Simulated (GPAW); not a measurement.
# Surface energy and work function of Al(100) from slabs of 4 to 14 layers (LDA)

How do energy and work function of Al(100) films settle with thickness, and what surface energy follows?

**Method.** GPAW 26.7.0, plane waves at 450 eV with PAW setups; symmetric 1×1 slabs cut at the tabulated lattice constant (two decimals; low-temperature values for the alkali metals), atoms at bulk places, 7.5 Å of vacuum on each side, one in-plane mesh for all thicknesses, Fermi-Dirac smearing of 0.1 eV. Energies are extrapolated to zero smearing and count from the program's reference atoms. Functional LDA. The cell's area is 8.201 Å².

The runs, one held back:

| layers | energy (eV) | work function (eV) |
| --- | --- | --- |
| 4 | −15.5225 | 4.48 |
| 5 | −19.7155 | 4.49 |
| 6 | −23.8951 | 4.41 |
| 7 | −28.0601 | 4.39 |
| 8 | −32.2105 | 4.39 |
| 9 | −36.3934 | 4.39 |
| 10 | −40.5512 | 4.43 |
| 11 | −44.7206 | 4.44 |
| 12 | −48.8906 | 4.43 |
| 14 | ? | ? |

Q: What surface energy do these runs give, and what energy and work function should the 14-layer slab have?

Worked answer. A slab of n layers has E(n) = nε + 2Aγ once its middle is bulk-like. A line through n = 6 to 12 has the slope ε = −4.1660 eV a layer and the intercept 2Aγ = 1.1053 eV (r.m.s. residual 5.7 meV). So γ = 1.1053 / (2 × 8.201 Å²) = 0.0674 eV/Å² = 1.08 J/m², with a standard error of about 0.01 J/m² from the scatter about the line. For 14 layers: 1.1053 + 14 × (−4.1660) = −57.219 eV; the run gives −57.241 eV, 21.8 meV under the line. The work function has no such law: from 6 to 12 layers it moves between 4.39 and 4.44 eV (mean 4.41), and the 14-layer slab gives 4.42 eV. The thinnest slab, 4 layers, lies +0.07 eV from that mean. The measured value for this face is 4.32 eV (“Properties of real metallic surfaces: Effects of density functional semilocality and van der Waals nonlocality” (2017, arxiv:1702.08515)); the unrelaxed 14-layer slab lies 0.10 eV over it.

**Limits.** The surfaces are unrelaxed, so γ is an upper bound for this functional and lattice constant. The tabulated lattice constant isn't the functional's own, which strains the slab a little.
